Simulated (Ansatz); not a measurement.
# GaIr (Pm-3m): phonons and vibrational spectra, part 2 of 2

The cell of GaIr (Pm-3m) is at rest. What are its phonons? After the zone centre comes a 4×4×4 q mesh on a 12×12×12 k mesh.

Ansatz 0.2.0; DFT PBEsol, scalar-relativistic, plane waves, norm-conserving pseudopotentials.

So far. Step 2 (Linear response at the zone centre): Before it was imposed, the acoustic sum rule was missed by 2.1e-4 eV/Å². Small misses are needed for a sound result but don't prove that mesh and cutoff are converged. The lowest optical mode is real, 177 cm⁻¹.

**3. The dispersion**

Stability and thermal properties need the whole zone. Linear response on a 4×4×4 q mesh gives force constants as far as a supercell of that size would.

Input file input.yaml:

```yaml
crystal:
  lattice:
    - [3.0204357621, 0.0, 0.0]
    - [0.0, 3.0204357621, 0.0]
    - [0.0, 0.0, 3.0204357621]
  atoms:
    - { symbol: Ga, position: [0.0, 0.0, 0.0] }
    - { symbol: Ir, position: [0.5, 0.5, 0.5] }
kpoints:
  mp_grid: { grid: [12, 12, 12] }
hamiltonian:
  xc: pbesol
  pseudopotentials: { kind: nc }
scf:
  occupations: { method: methfessel_paxton, width: 0.15 }
output:
  eigenvalues: true
phonons:
  method: dfpt
  qmesh: [4, 4, 4]
  temperatures: { t_max: 1000, t_step: 50 }
  qpath:
    path:
      - [[0.0, 0.0, 0.0], [0.0, 0.5, 0.0], [0.5, 0.5, 0.0], [0.0, 0.0, 0.0], [0.5, 0.5, 0.5], [0.0, 0.5, 0.0]]
      - [[0.5, 0.5, 0.5], [0.5, 0.5, 0.0]]
    npoints: 10
```

The run is started by

```sh
$ ansatz run input.yaml --threads 4 --pin off --max-ram 7168MiB --backend cpu --events-out ev --progress --plain --runs-dir out
```

Numbers of over 12 decimals in the logs are rounded to 6 here.

What it wrote:

```text
[...]
Crystal: 2 atoms, lattice volume = 27.556 Å³
Basis set: ecut = 1088.45545 eV, 2301 PW (Γ), exchange–correlation on 72×72×72 points (8 copies of the dense FFT grid, shifted against one another)
Bands: 19, of which v1, the nominal top of the filled ones, is band 15 counted from 1 (14 counted from 0)
Symmetry: 48 space group operations
k-points: 84 of 1728
[...]
SCF iter   1: F=—  HF=-5204.184186 eV  |F-HF|=—  |Δ(HF+E_count)|=         —  Δρ=4.71e-2  dr2=3.99e-1  ethr=3.10e-3  ⟨swp⟩=4.9  Hψ=6838  notcnv=0
[...]
SCF iter   9: F=-5204.081402 eV  HF=-5204.081402 eV  |F-HF|=1.82e-12  |Δ(HF+E_count)|=  1.18e-11  S|Δr|=    0.00e0  Δρ=7.53e-8  dr2=3.30e-13  ethr=1.00e-12  ⟨swp⟩=6.0  Hψ=7795  notcnv=0
SCF 1 converged in 9 iterations: F = -5204.081402 eV  dr2 = 3.30e-13
[...]
iter 1 solved again at ethr=5.69e-8 eV; its pass at ethr=3.10e-3 eV (dr2=1.71e-5 eV) is discarded
SCF iter   1: F=—  HF=-5204.081407 eV  |F-HF|=—  |Δ(HF+E_count)|=         —  Δρ=1.21e-6  dr2=1.41e-10  ethr=5.69e-8  ⟨swp⟩=3.5  Hψ=11932  notcnv=0
eigensolver tolerance schedule: the retry pair's looser diagonalisation over-reported the residual by 121027.36 of it (diagonalisation noise at an unbounded share of the residual, at the tolerance the schedule requests for it); recorded, not acted on — ethr = c·dr2/N_el stays at c = 1.0e-1
[...]
SCF iter   2: F=—  HF=-5204.081402 eV  |F-HF|=—  |Δ(HF+E_count)|=   4.98e-6  S|Δr|=    0.00e0  Δρ=9.08e-7  dr2=8.93e-11  ethr=1.00e-12  ⟨swp⟩=4.0  Hψ=4445  notcnv=0
[...]
SCF iter   5: F=-5204.081402 eV  HF=-5204.081402 eV  |F-HF|=4.55e-12  |Δ(HF+E_count)|=  1.82e-12  S|Δr|=    0.00e0  Δρ=3.00e-7  dr2=8.36e-12  ethr=1.00e-12  ⟨swp⟩=2.0  Hψ=2657  notcnv=0
SCF 2 converged in 5 iterations: F = -5204.081402 eV  dr2 = 8.36e-12
phonons: the bands overlap, so this run is a metal and interpolates without the dipole-dipole term. If the crystal is really an insulator or semiconductor, its LO-TO splitting is missing
NSCF: frozen V_eff on 84 k-points
[...]
DFPT response loops at q = (0, 0, 0) (fractional): preconditioner auto → Kerker (q_TF=auto, 2.767 Å⁻¹) (partly filled bands, converged f_vac=0.000); β = 1.00, the filter's whole step (`scf.mixing.beta` (0.50) is not read by the response loops under this deck's `scf.mixing.preconditioner`; to damp them name `kerker` or `kerker_dos`, under which they read `scf.mixing.beta`, and type it under 1.00, their step now; both keys bind the ground state too); Broyden in place of MSR1
[...]
SCF converged after 9 iterations
[...]
Free energy (F): -5204.081402 eV
[...]
Internal energy: -5204.084634 eV  (E = F + TS)
E sigma→0 (E₀):  -5204.082210 eV
Entropy (-TS):   0.003232 eV (1.616 meV/atom)
Fermi energy:    21.407474 eV
[...]
--- Band table (eV; the first three rows and the last of 84) ---
  k-point 0: bands = [... 11 lower, 16.2081, 19.9227, 19.9227, 19.9227, 25.1419, 25.1419, 25.1419, 30.5750]
  k-point 1: bands = [... 11 lower, 16.2439, 19.6996, 19.6996, 19.9260, 24.3888, 25.5015, 25.5015, 31.1366]
  k-point 2: bands = [... 11 lower, 16.2871, 19.1872, 19.1872, 19.9354, 22.9915, 26.4258, 26.4258, 31.7960]
  k-point 83: bands = [... 11 lower, 14.7060, 19.6443, 21.2828, 21.2828, 24.8077, 24.8077, 24.8077, 27.6185]
--- Phonons (Γ-DFPT): 2 representative perturbations + reference (Σ response iterations 5) ---
  ASR residual: 1.754e-4 → 0.000e0 eV/Å²; symmetrization residual: 1.388e-5 eV/Å²
  ASR residual per site (eV/Å²): 5.91e-5 1.75e-4
  Γ frequencies (cm⁻¹): 0.00 0.00 0.00 177.34 177.34 177.34
--- Phonons (arbitrary-q DFPT): 10 irreducible q on the 4×4×4 mesh ---
  q = [0.0000, 0.0000, 0.0000] (star 1, of the zone-centre solve; hermiticity 4.69e-6, symmetrization 1.25e-14): 0.00 0.00 0.00 177.34 177.34 177.34
  q = [0.0000, 0.0000, 0.2500] (star 6, 4 solved perturbations in 1848 linear systems a pass and spin channel, the states on 588 of 1728 k-point pairs; hermiticity 5.97e-7, symmetrization 8.56e-13, the responses' own estimated error 1.7e-4 eV/Å²): 58.28 58.28 112.89 174.26 174.26 231.27
[...]
q = [0.0000, 0.2500, -0.5000] (star 12, 6 solved perturbations on 588 of 1728 k-point pairs; hermiticity 2.55e-7, symmetrization 3.40e-14, the responses' own estimated error 1.6e-4 eV/Å²): 92.63 96.38 123.67 159.60 209.17 232.64
[...]
sum rule: each row above includes the acoustic sum rule's correction from the zone centre's row sums; it moved no ω² by more than (0.50 cm⁻¹)²
  mesh force constants: q→R imaginary residual 2.93e-18; ASR residual 1.754e-4 → 0.000e0 eV/Å²; symmetrization residual 1.066e-14 eV/Å²
  interpolated dispersion: 62 rows × 6 modes
  density of states and harmonic sums: on the 20×20×20 q-mesh, interpolated from the force constants of a 4×4×4 supercell (no non-analytic term)
  largest difference from the sums on the solved wave vectors: F 1.23e-2 eV, S 1.63e-5 and C_V 4.01e-6 eV/K
  zero-point energy: 0.056324 eV/cell   skipped modes (ω ≤ 0): 3   left out of the sums: 6.25e-5 of the cell's modes: C_V's classical limit lies that fraction below 3 k_B per atom; for a crystal, a wire or a layer, F and S can be off by more, and a phonons.interpolated_qmesh denser along its periods is the remedy for the sampling
```

It took 14 min on 4 threads of AMD EPYC 7R43, shared host; peak memory 4.1 GiB; 50 min of CPU time.

Numbers from this step:

| Quantity | Value |
| --- | --- |
| sum-rule residual before enforcement | 1.75e-4 eV/Å² |
| lowest frequency on the path | 0 cm⁻¹ |
| highest frequency on the path or at a solved wavevector | 261.7 cm⁻¹ |
| mean frequency | 151.4 cm⁻¹ |
| Debye temperature (second moment) | 299 K |
| logarithmic mean frequency | 140.7 cm⁻¹ |
| lowest mode on the q mesh (acoustic modes at Γ apart) | 58.28 cm⁻¹ |
| zero-point energy per atom | 28.16 meV |
| heat capacity at 300 K | 23.75 J/(mol atoms K) |
| vibrational entropy at 300 K | 35.36 J/(mol atoms K) |

Frequencies (cm⁻¹) solved at each irreducible wavevector; negative means imaginary. Frequencies by wavevector, by row:

| q in reciprocal lattice units | star | mode 1 | mode 2 | mode 3 | mode 4 | mode 5 | mode 6 |
| --- | --- | --- | --- | --- | --- | --- | --- |
| 0 0 0 | 1 | 0 | 0 | 0 | 177.3 | 177.3 | 177.3 |
| 0 0 0.25 | 6 | 58.3 | 58.3 | 112.9 | 174.3 | 174.3 | 231.3 |
| 0 0 -0.5 | 3 | 87 | 87 | 160.5 | 169.9 | 169.9 | 261.7 |
| 0 0.25 0.25 | 12 | 73.3 | 83 | 125.9 | 166.8 | 205.5 | 218.3 |
| 0 0.25 -0.5 | 12 | 92.6 | 96.4 | 123.7 | 159.6 | 209.2 | 232.6 |
| 0 -0.5 -0.5 | 3 | 103.5 | 107.7 | 107.7 | 149.5 | 229.4 | 229.4 |
| 0.25 0.25 0.25 | 8 | 98.6 | 98.6 | 121.5 | 197.4 | 197.4 | 204.5 |
| 0.25 0.25 -0.5 | 12 | 106.3 | 110.8 | 113.8 | 190.9 | 202.1 | 222.6 |
| 0.25 -0.5 -0.5 | 6 | 107.5 | 124.2 | 124.2 | 183 | 220.1 | 220.1 |
| -0.5 -0.5 -0.5 | 1 | 144.1 | 144.1 | 144.1 | 210.7 | 210.7 | 210.7 |

Interpolated from a 4×4×4 q mesh. The phonon branches at the labelled points (cm⁻¹):

| point | branch 1 | branch 2 | branch 3 | branch 4 | branch 5 | branch 6 |
| --- | --- | --- | --- | --- | --- | --- |
| Γ | 0 | 0 | 0 | 177 | 177 | 177 |
| halfway | 58 | 58 | 113 | 174 | 174 | 231 |
| X | 87 | 87 | 160 | 170 | 170 | 262 |
| halfway | 93 | 96 | 124 | 160 | 209 | 233 |
| M | 104 | 108 | 108 | 150 | 229 | 229 |
| halfway | 73 | 83 | 126 | 167 | 206 | 218 |
| Γ | 0 | 0 | 0 | 177 | 177 | 177 |
| halfway | 99 | 99 | 122 | 197 | 197 | 204 |
| R | 144 | 144 | 144 | 211 | 211 | 211 |
| halfway | 106 | 111 | 114 | 191 | 202 | 223 |
| X | 87 | 87 | 160 | 170 | 170 | 262 |
| jump to R | 144 | 144 | 144 | 211 | 211 | 211 |
| halfway | 108 | 124 | 124 | 183 | 220 | 220 |
| M | 104 | 108 | 108 | 150 | 229 | 229 |

The phonon branches as a text plot (rows in cm⁻¹):

```
    256 |     ****                                      **
    245 |    *    *                                    *
    234 |   *      *   *                              *
    224 |           *** ******                     ***       ****
    213 |           *     *** *            ********       ***
    202 |  *       *         ***     *******     *****     *
    191 | *       *            **   ****            * **    *
    180 |***     *              *****                ** *    *
    169 |   *******          ***                       ***    *
    158 |      *** ***   ****                            *     *
    147 |     *       ***                     ***       * *     *
    136 |         *                         **  **     *   *
    125 |    *     *      ****          *  **     *   *    ***
    114 |   *       *** **    *        * ***       ***      * **
    104 |           ******           ** *           **       ****
     93 |         ***     ***  *                      ***
     82 |      ***         ***         *                **
     71 |  * **              ** *   ***
     60 |   *                 **
     49 | *                    *    *
     38 |  *                    ** *
     27 |**                      * *
     16 |*                       *
      5 |                         *
         Γ      X      M          Γ            R        X|R     M
```

Tetrahedra on a 20×20×20 mesh, mean over bins of 5 cm-1. Interpolated from a 4×4×4 q mesh. The phonon density of states by wavenumber; read off at these points:

wavenumber (cm⁻¹), phonon density of states (1/cm⁻¹/cell) and a bar:
```
        2     0.0000 
       12     0.0001 
       22     0.0006 
       28     0.0010 
       38     0.0022 #
       48     0.0039 ##
       58     0.0067 ###
       68     0.0114 #####
       72     0.0152 #######
       82     0.0317 ##############
       92     0.0515 #######################
       98     0.0548 #########################
      102     0.0494 ######################
      112     0.0388 #################
      118     0.0669 ##############################
      128     0.0422 ###################
      138     0.0106 #####
      148     0.0023 #
      152     0.0066 ###
      162     0.0170 ########
      172     0.0439 ####################
      178     0.0447 ####################
      182     0.0342 ###############
      192     0.0311 ##############
      198     0.0320 ##############
      208     0.0394 ##################
      218     0.0547 #########################
      222     0.0574 ##########################
      228     0.0397 ##################
      238     0.0106 #####
      242     0.0080 ####
      252     0.0043 ##
      262     0.0002
```

Phonopy on the run's constants, 19x19x19 mesh, Gaussian sigma 2.1 cm-1. Interpolated from a 4×4×4 q mesh. Table of partial phonon density of states by wavenumber; read off at these points; values in 1/cm⁻¹/cell:

| wavenumber (cm⁻¹) | Ga | Ir |
| --- | --- | --- |
| -10.0 | 0 | 0 |
| -5.0 | 0 | 7.4e-6 |
| 0.0 | 2.0e-5 | 6.0e-5 |
| 5.0 | 0 | 7.8e-6 |
| 10.0 | 3.0e-5 | 8.0e-5 |
| 15.0 | 8.3e-5 | 2.3e-4 |
| 20.0 | 9.0e-5 | 2.6e-4 |
| 25.0 | 2.6e-4 | 7.8e-4 |
| 30.0 | 2.6e-4 | 8.1e-4 |
| 35.0 | 5.6e-4 | 0.00181 |
| 40.0 | 5.1e-4 | 0.0018 |
| 45.0 | 8.1e-4 | 0.00292 |
| 50.0 | 7.3e-4 | 0.00294 |
| 55.0 | 0.00137 | 0.00564 |
| 60.0 | 0.00127 | 0.00594 |
| 65.0 | 0.00170 | 0.00843 |
| 70.0 | 0.00208 | 0.0115 |
| 75.0 | 0.00235 | 0.0145 |
| 80.0 | 0.00322 | 0.0232 |
| 85.0 | 0.00417 | 0.0388 |
| 90.0 | 0.00484 | 0.0474 |
| 95.0 | 0.00496 | 0.0462 |
| 99.2 | 0.0051 | 0.0521 |
| 100.0 | 0.00509 | 0.0509 |
| 105.0 | 0.00508 | 0.0350 |
| 110.0 | 0.00576 | 0.0311 |
| 115.0 | 0.0112 | 0.0415 |
| 117.4 | 0.0130 | 0.0542 |
| 119.2 | 0.0121 | 0.0553 |
| 120.0 | 0.0112 | 0.0529 |
| 125.0 | 0.00710 | 0.0403 |
| 130.0 | 0.00455 | 0.0278 |
| 135.0 | 0.00252 | 0.0121 |
| 140.0 | 0.00123 | 0.00657 |
| 145.0 | 8.4e-4 | 0.00299 |
| 150.0 | 0.00315 | 0.00139 |
| 155.0 | 0.00864 | 8.4e-4 |
| 160.0 | 0.0140 | 5.9e-4 |
| 165.0 | 0.0207 | 0.00105 |
| 170.0 | 0.0342 | 0.00252 |
| 175.0 | 0.0402 | 0.00542 |
| 180.0 | 0.0318 | 0.00514 |
| 185.0 | 0.0279 | 0.00540 |
| 190.0 | 0.0265 | 0.00563 |
| 192.0 | 0.0293 | 0.00696 |
| 195.0 | 0.0233 | 0.00548 |
| 200.0 | 0.0274 | 0.00735 |
| 205.0 | 0.0294 | 0.00698 |
| 210.0 | 0.0361 | 0.00769 |
| 215.0 | 0.0447 | 0.00857 |
| 219.2 | 0.0469 | 0.00903 |
| 220.0 | 0.0469 | 0.00914 |
| 225.0 | 0.0429 | 0.00898 |
| 230.0 | 0.0214 | 0.00300 |
| 235.0 | 0.0119 | 7.0e-4 |
| 240.0 | 0.00861 | 3.7e-4 |
| 245.0 | 0.00743 | 2.5e-4 |
| 250.0 | 0.00479 | 1.1e-4 |
| 255.0 | 0.00347 | 5.0e-5 |
| 260.0 | 0.00162 | 1.0e-5 |
| 265.0 | 6.8e-5 | 0 |
| 270.0 | 0 | 0 |

Second derivatives of the energy by pair, one row for each kind of neighbour of each atom listed. Each entry sums the pair over the periodic images of the supercell that the q mesh stands for, and in a polar crystal it holds the long-range dipole part too. Force constants by pair, by row:

| atom | neighbour | distance (Å) | third of the trace (eV/Å²) | along the pair's line (eV/Å²) |
| --- | --- | --- | --- | --- |
| Ga1 | itself | 0 | 9.38 | – |
| Ga1 | Ir | 2.616 | -0.7795 | -2.657 |
| Ga1 | Ga | 3.02 | -0.1694 | -1.319 |
| Ga1 | Ga | 4.272 | -0.0357 | -0.3017 |
| Ga1 | Ir | 5.009 | 0.0059 | 0.0887 |
| Ga1 | Ga | 5.232 | -0.1882 | -0.5114 |
| Ga1 | Ga | 6.041 | 0.0215 | -0.1227 |
| Ga1 | Ir | 6.583 | 0.0097 | 0.0244 |
| Ga1 | Ga | 6.754 | -0.0108 | -0.0499 |
| Ir2 | itself | 0 | 10.72 | – |
| Ir2 | Ga | 2.616 | -0.7795 | -2.657 |
| Ir2 | Ir | 3.02 | -0.7187 | -2.708 |
| Ir2 | Ir | 4.272 | -0.0915 | -0.2667 |
| Ir2 | Ga | 5.009 | 0.0059 | 0.0887 |
| Ir2 | Ir | 5.232 | 0.0845 | 0.2496 |
| Ir2 | Ir | 6.041 | 0.1127 | 0.3726 |
| Ir2 | Ga | 6.583 | 0.0097 | 0.0244 |
| Ir2 | Ir | 6.754 | -0.0637 | -0.13 |

Harmonic thermodynamic functions per atom, from the density of states. Interpolated from a 4×4×4 q mesh. Thermodynamic functions, by row:

| T (K) | F_vib (meV/atom) | S (J/mol-atom/K) | C_V (J/mol-atom/K) |
| --- | --- | --- | --- |
| 0 | 28.16 | 0 | 0 |
| 50 | 27.68 | 3.435 | 7.828 |
| 100 | 23.68 | 12.06 | 16.92 |
| 200 | 3.47 | 25.97 | 22.4 |
| 300 | -28.59 | 35.36 | 23.75 |
| 400 | -68.97 | 42.27 | 24.26 |
| 500 | -115.7 | 47.71 | 24.5 |
| 600 | -167.5 | 52.19 | 24.64 |
| 700 | -223.7 | 56 | 24.72 |
| 800 | -283.4 | 59.3 | 24.77 |
| 900 | -346.4 | 62.22 | 24.8 |
| 1000 | -412.3 | 64.83 | 24.83 |

Harmonic mean-square displacement, third of the trace. Interpolated from a 4×4×4 q mesh. Mean square displacements, by row:

| T (K) | Ga1 U_eq (Å²) | Ir2 U_eq (Å²) |
| --- | --- | --- |
| 0 | 0.00141 | 8.50e-4 |
| 100 | 0.0019 | 0.00152 |
| 300 | 0.00435 | 0.00404 |
| 600 | 0.00841 | 0.00798 |

Symmetry leaves 10 wavevectors to solve. The lowest mode among them, the acoustic zeros apart, lies at q = (0, 0, 0.25) and is real, 58.3 cm⁻¹.

**4. Another isotope**

An isotope changes the mass and not the force constants, so no new electronic calculation is needed; the shifts show which modes move this element.

The same force constants with the mass of Ga changed from 69.723 to 70.925 u (phonopy, no LO-TO term). Both lists are sorted by frequency; levels can cross, so a row need not hold one and the same mode. Modes under 3 cm⁻¹ are left out. Isotope shifts, by row:

| q | rank | natural mass (cm⁻¹) | changed mass (cm⁻¹) |
| --- | --- | --- | --- |
| 0 0 0 | 4 | 177.3 | 176.2 |
| 0 0 0 | 5 | 177.3 | 176.2 |
| 0 0 0 | 6 | 177.3 | 176.2 |
| 0 0 0.25 | 1 | 58.28 | 58.21 |
| 0 0 0.25 | 2 | 58.28 | 58.21 |
| 0 0 0.25 | 3 | 112.9 | 112.8 |
| 0 0 0.25 | 4 | 174.3 | 173 |
| 0 0 0.25 | 5 | 174.3 | 173 |
| 0 0 0.25 | 6 | 231.3 | 229.5 |
| 0 0 -0.5 | 1 | 87.05 | 87.05 |
| 0 0 -0.5 | 2 | 87.05 | 87.05 |
| 0 0 -0.5 | 3 | 160.5 | 160.5 |
| 0 0 -0.5 | 4 | 169.9 | 168.4 |
| 0 0 -0.5 | 5 | 169.9 | 168.4 |
| 0 0 -0.5 | 6 | 261.7 | 259.5 |
| 0 0.25 0.25 | 1 | 73.33 | 73.27 |
| 0 0.25 0.25 | 2 | 83.01 | 82.81 |
| 0 0.25 0.25 | 3 | 125.9 | 125.9 |
| 0 0.25 0.25 | 4 | 166.8 | 165.5 |
| 0 0.25 0.25 | 5 | 205.5 | 204.2 |
| 0 0.25 0.25 | 6 | 218.3 | 216.4 |

A mode of this element alone would shift by -0.85 %. The highest zone-centre frequency without the field goes from 177.3 to 176.2 cm⁻¹ (-0.6 %). The product of the frequency ratios over all optical modes at Γ is 0.982; the product rule, (m/m′)^(3k/2) (M′/M)^(3/2) with k = 1 such atoms and M the mass of the cell, gives 0.981.

**5. Results**

```yaml
space_group_within_0p01_a: Pm-3m
volume_per_atom: 13.8 Å³
electronic_character: no gap on this mesh
highest_optical_mode_at_the_zone_centre_no_lo_to_term: 177 cm⁻¹
lowest_optical_zone_centre_mode: 177 cm⁻¹
lowest_mode_on_the_q_mesh_acoustic_modes_at_gamma_apart: 58.3 cm⁻¹
highest_frequency_on_the_path_or_at_a_solved_wavevector: 262 cm⁻¹
zero_point_energy_per_atom: 28.2 meV
heat_capacity_at_300_k: 23.8 J/(mol atoms K)
vibrational_entropy_at_300_k: 35.4 J/(mol atoms K)
debye_temperature_second_moment: 299 K
imaginary_modes_on_the_4x4x4_q_mesh: none
```

In words: The structure is a minimum as far as tested: no mode is imaginary at the 10 irreducible wavevectors of the 4×4×4 mesh, and the softest away from the acoustic zeros lies at 58 cm⁻¹. The optical modes at Γ form one degenerate level at 177 cm⁻¹. The highest mode in this list at Γ, 177.3 cm⁻¹, is mostly motion of Ga (73 % of the kinetic energy). With no gap, or one that is small against the smearing, the frequencies hang on the k mesh and the smearing, most of all near Kohn anomalies. Spin-orbit coupling is left out, which can matter for the heavy elements here. These are harmonic frequencies at zero temperature: anharmonic shifts, linewidths and thermal expansion are left out.

[Logs are printed without paths, hosts, clocks, repeated set-up lines and the standing remarks that a program may print on its own settings, such as how far it seeks lower states.]

[Hosts, paths, dates, database ids (printed as entryN), source tags and the programs' standing remarks are cut or masked in the printed files.]
